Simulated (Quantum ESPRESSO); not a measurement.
# W(100): a series in the number of layers, part 3 of 6

What law, if any, do the results for W(100) follow against the number of layers?

Quantum ESPRESSO 7.5; plane-wave DFT, PBE, GBRV ultrasoft pseudopotentials.

So far. Step 2 (Variable-cell relaxation of the reference):  The last row is no step: it is a fresh SCF in the final cell with a new plane-wave basis, -1 meV from the row before.

### 4. Relaxing the ions, 4 layers (continued)

Relaxation path:

| step | energy less that of the first step (eV) | largest force (eV/Å) |
| --- | --- | --- |
| 1 | 0.0000 | 1.9725 |
| 2 | -0.2502 | 1.4811 |
| 3 | -0.4266 | 0.8691 |
| 4 | -0.4762 | 0.3795 |
| 5 | -0.4825 | 0.3020 |
| 6 | -0.4880 | 0.2270 |
| 7 | -0.4932 | 0.1158 |
| 8 | -0.4950 | 0.0076 |
| 9 | -0.4950 | 0.0002 |

The atoms that moved most (Å):

| atom | dx | dy | dz | length |
| --- | --- | --- | --- | --- |
| W1 | 0.000 | 0.000 | 0.160 | 0.160 |
| W4 | 0.000 | 0.000 | -0.160 | 0.160 |
| W2 | 0.000 | 0.000 | -0.078 | 0.078 |
| W3 | 0.000 | 0.000 | 0.078 | 0.078 |

The relaxation lowers the energy by 124 meV an atom.

Read from the output:

- free energy: -8655.6546 eV
- Fermi energy: 3.921 eV

### 5. SCF with pw.x, 4 layers

A run under open boundaries on these atoms gives the vacuum levels.

The input, m0.esm.in:

```
&control
  prefix = 'm0.esm'
  outdir = './out'
  pseudo_dir = './pseudo'
  calculation = 'scf'
  tprnfor = .true.
/
&system
  ibrav = 0
  nat = 4
  ntyp = 1
  ecutwfc = 40
  ecutrho = 200
  occupations = 'smearing'
  smearing = 'mv'
  degauss = 0.02
  assume_isolated = 'esm'
  esm_bc = 'bc1'
/
&electrons
  conv_thr = 1e-08
  mixing_beta = 0.25
  electron_maxstep = 160
  mixing_mode = 'local-TF'
  mixing_ndim = 12
/
ATOMIC_SPECIES
  W   183.8400  w_pbe_v1.2.uspp.F.UPF
CELL_PARAMETERS angstrom
  3.18214897600000 0.00000000000000 0.00000000000000
  0.00000000000000 3.18214897600000 0.00000000000000
  0.00000000000000 0.00000000000000 20.88537017792405
ATOMIC_POSITIONS crystal
  W   0.500000000000 0.500000000000 -0.106620993900
  W   0.000000000000 0.000000000000 -0.041815767100
  W   0.500000000000 0.500000000000 0.041815767100
  W   0.000000000000 0.000000000000 0.106620993900
K_POINTS automatic
  10 10 1 0 0 0
```

Started as:

```bash
$ OMP_NUM_THREADS=1 mpirun -n 4 pw.x -nk 4 -in m0.esm.in > m0.esm.out
```

Log:

```text
[banner, memory and clock lines left out]
Program PWSCF v.7.5 starts
[citation notice left out]

[...]
Message from routine setup:
[...]
bravais-lattice index     =            0
     lattice parameter (alat)  =       6.0134  a.u.
     unit-cell volume          =    1427.1834 (a.u.)^3
     number of atoms/cell      =            4
     number of atomic types    =            1
     number of electrons       =        56.00
     number of Kohn-Sham states=           34
     kinetic-energy cutoff     =      40.0000  Ry
     charge density cutoff     =     200.0000  Ry
     scf convergence threshold =      1.0E-08
     mixing beta               =       0.2500
     number of iterations used =           12  local-TF  mixing
     Exchange-correlation= SLA  PW   PBE  PBE
                           (   1   4   3   4   0   0   0)

     Effective Screening Medium Method
     Boundary Conditions: Vacuum-Slab-Vacuum
     total charge in unit cell        =   0.0000
     grid points for fit at edges     =        4

[...]
PseudoPot. # 1 for W  read from file:
     ./pseudo/w_pbe_v1.2.uspp.F.UPF
     Pseudo is Ultrasoft + core correction, Zval = 14.0
     Generated by new atomic code, or converted to UPF format
     Using radial grid of  923 points,  8 beta functions with:
                l(1) =   0
                l(2) =   0
                l(3) =   0
                l(4) =   1
                l(5) =   1
                l(6) =   2
                l(7) =   2
                l(8) =   3
     Q(r) pseudized with  6 coefficients,  rinner =    1.350   1.350   1.350
                                                       1.350   1.350   1.350
                                                       1.350

     atomic species   valence    mass     pseudopotential
     W                14.00   183.84000     W ( 1.00)

     16 Sym. Ops., with inversion, found ( 8 have fractional translation)

[...]
number of k points=    21  Marzari-Vanderbilt smearing, width (Ry)=  0.0200
[...]
Dense  grid:    68193 G-vectors     FFT dimensions: (  30,  30, 180)

     Smooth grid:    48679 G-vectors     FFT dimensions: (  30,  30, 160)

     Initial potential from superposition of free atoms

     starting charge      55.5986, renormalised to      56.0000

     negative rho (up, down):  2.569E-01 0.000E+00
     Starting wfcs are   52 randomized atomic wfcs

     per-process dynamical memory:    66.9 Mb

     Self-consistent Calculation

     iteration #  1     ecut=    40.00 Ry     beta= 0.25
     Davidson diagonalization with overlap
     ethr =  1.00E-02,  avg # of iterations =  1.2

     negative rho (up, down):  2.564E-01 0.000E+00

     total energy              =    -636.18696921 Ry
     estimated scf accuracy    <       0.91056271 Ry

     iteration #  2     ecut=    40.00 Ry     beta= 0.25
[...]
negative rho (up, down):  2.608E-01 0.000E+00

[...]
total energy              =    -636.05605377 Ry
     estimated scf accuracy    <       0.70700528 Ry

     iteration #  3     ecut=    40.00 Ry     beta= 0.25
[...]
negative rho (up, down):  2.592E-01 0.000E+00

[...]
total energy              =    -636.13858544 Ry
     estimated scf accuracy    <       0.09245043 Ry

     iteration #  4     ecut=    40.00 Ry     beta= 0.25
[...]
negative rho (up, down):  2.600E-01 0.000E+00

[...]
total energy              =    -636.18501897 Ry
     estimated scf accuracy    <       0.20062227 Ry

     iteration #  5     ecut=    40.00 Ry     beta= 0.25
[...]
negative rho (up, down):  2.601E-01 0.000E+00

[...]
total energy              =    -636.18617931 Ry
     estimated scf accuracy    <       0.15519425 Ry

     iteration #  6     ecut=    40.00 Ry     beta= 0.25
[...]
negative rho (up, down):  2.606E-01 0.000E+00

[...]
total energy              =    -636.19057251 Ry
     estimated scf accuracy    <       0.14089921 Ry

[...]
iteration # 35     ecut=    40.00 Ry     beta= 0.25
[...]
negative rho (up, down):  2.637E-01 0.000E+00

[...]
total energy              =    -636.17888524 Ry
     estimated scf accuracy    <       0.00000241 Ry

     iteration # 36     ecut=    40.00 Ry     beta= 0.25
[...]
negative rho (up, down):  2.637E-01 0.000E+00

[...]
total energy              =    -636.17888065 Ry
     estimated scf accuracy    <       0.00000061 Ry

     iteration # 37     ecut=    40.00 Ry     beta= 0.25
[...]
negative rho (up, down):  2.637E-01 0.000E+00

[...]
total energy              =    -636.17888011 Ry
     estimated scf accuracy    <       0.00000013 Ry

     iteration # 38     ecut=    40.00 Ry     beta= 0.25
[...]
negative rho (up, down):  2.637E-01 0.000E+00

[...]
End of self-consistent calculation

          k = 0.0000 0.0000 0.0000 (  6055 PWs)   bands (ev):

   -77.9991 -77.9462 -77.7740 -77.7544 -42.4601 -42.4601 -42.4280 -42.3942
   -42.2790 -42.2790 -42.0908 -41.7441 -41.6556 -41.6556 -41.5447 -41.5447
   -12.4828 -10.1596  -9.3301  -8.6376  -8.0666  -7.8365  -4.9971  -4.8539
    -4.8539  -4.4422  -4.2741  -4.2650  -4.2650  -4.2209  -4.0196  -3.0925
    -3.0925  -2.1807

          k = 0.0000 0.1000 0.0000 (  6070 PWs)   bands (ev):

   -77.9928 -77.9417 -77.7770 -77.7592 -42.5255 -42.4587 -42.4377 -42.3588
   -42.3424 -42.2628 -42.0040 -41.7985 -41.6685 -41.6096 -41.5716 -41.5654
   -12.2644 -10.0088  -9.1753  -8.5224  -8.1021  -7.6766  -5.2955  -5.2944
    -5.2213  -4.6310  -4.4200  -4.2478  -4.0786  -3.9112  -3.8527  -2.6884
    -2.5610  -2.4278

[...]
the Fermi energy is    -4.1431 ev

!    total energy              =    -636.17888088 Ry
     estimated scf accuracy    <          1.9E-09 Ry
     smearing contrib. (-TS)   =       0.00061367 Ry
     internal energy E=F+TS    =    -636.17949455 Ry

     The total energy is F=E-TS. E is the sum of the following terms:
     one-electron contribution =    4070.08644388 Ry
     hartree contribution      =   -2055.36880154 Ry
     xc contribution           =    -164.70558463 Ry
     ewald contribution        =   -2486.19155227 Ry

     convergence has been achieved in  38 iterations

     negative rho (up, down):  2.637E-01 0.000E+00

     Forces acting on atoms (cartesian axes, Ry/au):

     atom    1 type  1   force =     0.00000000    0.00000000   -0.00000026
     atom    2 type  1   force =     0.00000000    0.00000000    0.00006437
     atom    3 type  1   force =     0.00000000    0.00000000   -0.00006437
     atom    4 type  1   force =     0.00000000    0.00000000    0.00000026

     Total force =     0.000091     Total SCF correction =     0.000219
     SCF correction compared to forces is large: reduce conv_thr to get better values

[...]
```

Run time: 3.7 min. Hardware: 4 MPI ranks of Arm Neoverse N1, shared host; peak memory 0.81 GiB; 15 min of CPU time.

Read from the output:

| Property | Result |
| --- | --- |
| Fermi energy | -4.143 eV |
| vacuum line at the lower end of the cell, over the Fermi level | 4.143 eV |
| vacuum line at the upper end of the cell, over the Fermi level | 4.143 eV |

Electrostatic potential energy of an electron; zero at the Fermi level. Table of potential energy, planar mean by z:

| z (Å) | potential energy, planar mean (eV) |
| --- | --- |
| -10.0 | 4.14 |
| -9.5 | 4.14 |
| -9.0 | 4.14 |
| -8.5 | 4.14 |
| -8.0 | 4.14 |
| -7.5 | 4.14 |
| -7.0 | 4.14 |
| -6.5 | 4.14 |
| -6.0 | 4.13 |
| -5.5 | 4.11 |
| -5.0 | 4.05 |
| -4.5 | 3.86 |
| -4.0 | 3.30 |
| -3.5 | 1.66 |
| -3.0 | -3.10 |
| -2.5 | -8.77 |
| -2.0 | -10.6 |
| -1.5 | -10.7 |
| -1.0 | -10.8 |
| -0.5 | -8.91 |
| 0.0 | -6.32 |
| 0.5 | -8.91 |
| 1.0 | -10.8 |
| 1.5 | -10.7 |
| 2.0 | -10.6 |
| 2.5 | -8.77 |
| 3.0 | -3.10 |
| 3.5 | 1.66 |
| 4.0 | 3.30 |
| 4.5 | 3.86 |
| 5.0 | 4.05 |
| 5.5 | 4.11 |
| 6.0 | 4.13 |
| 6.5 | 4.14 |
| 7.0 | 4.14 |
| 7.5 | 4.14 |
| 8.0 | 4.14 |
| 8.5 | 4.14 |
| 9.0 | 4.14 |
| 9.5 | 4.14 |
| 10.0 | 4.14 |

The vacuum levels are read from the outermost 0.7 Å of the cell on either side.

Inside the slab this potential holds the local part of the pseudopotentials, which can be repulsive at the nuclei; only its value in the vacuum has a meaning of its own.

[end of part 3 of 6]

[Logs are printed without paths, hosts, clocks, repeated set-up lines and the standing remarks that a program may print on its own settings, such as how far it seeks lower states.]

[Hosts, paths, dates, database ids (printed as entryN), source tags and the programs' standing remarks are cut or masked in the printed files.]

[Maps of the electrostatic potential energy from Ansatz leave out the sawtooth potential of an applied field or a dipole correction, so their vacuum need not be flat; planar profiles and work functions include it.]
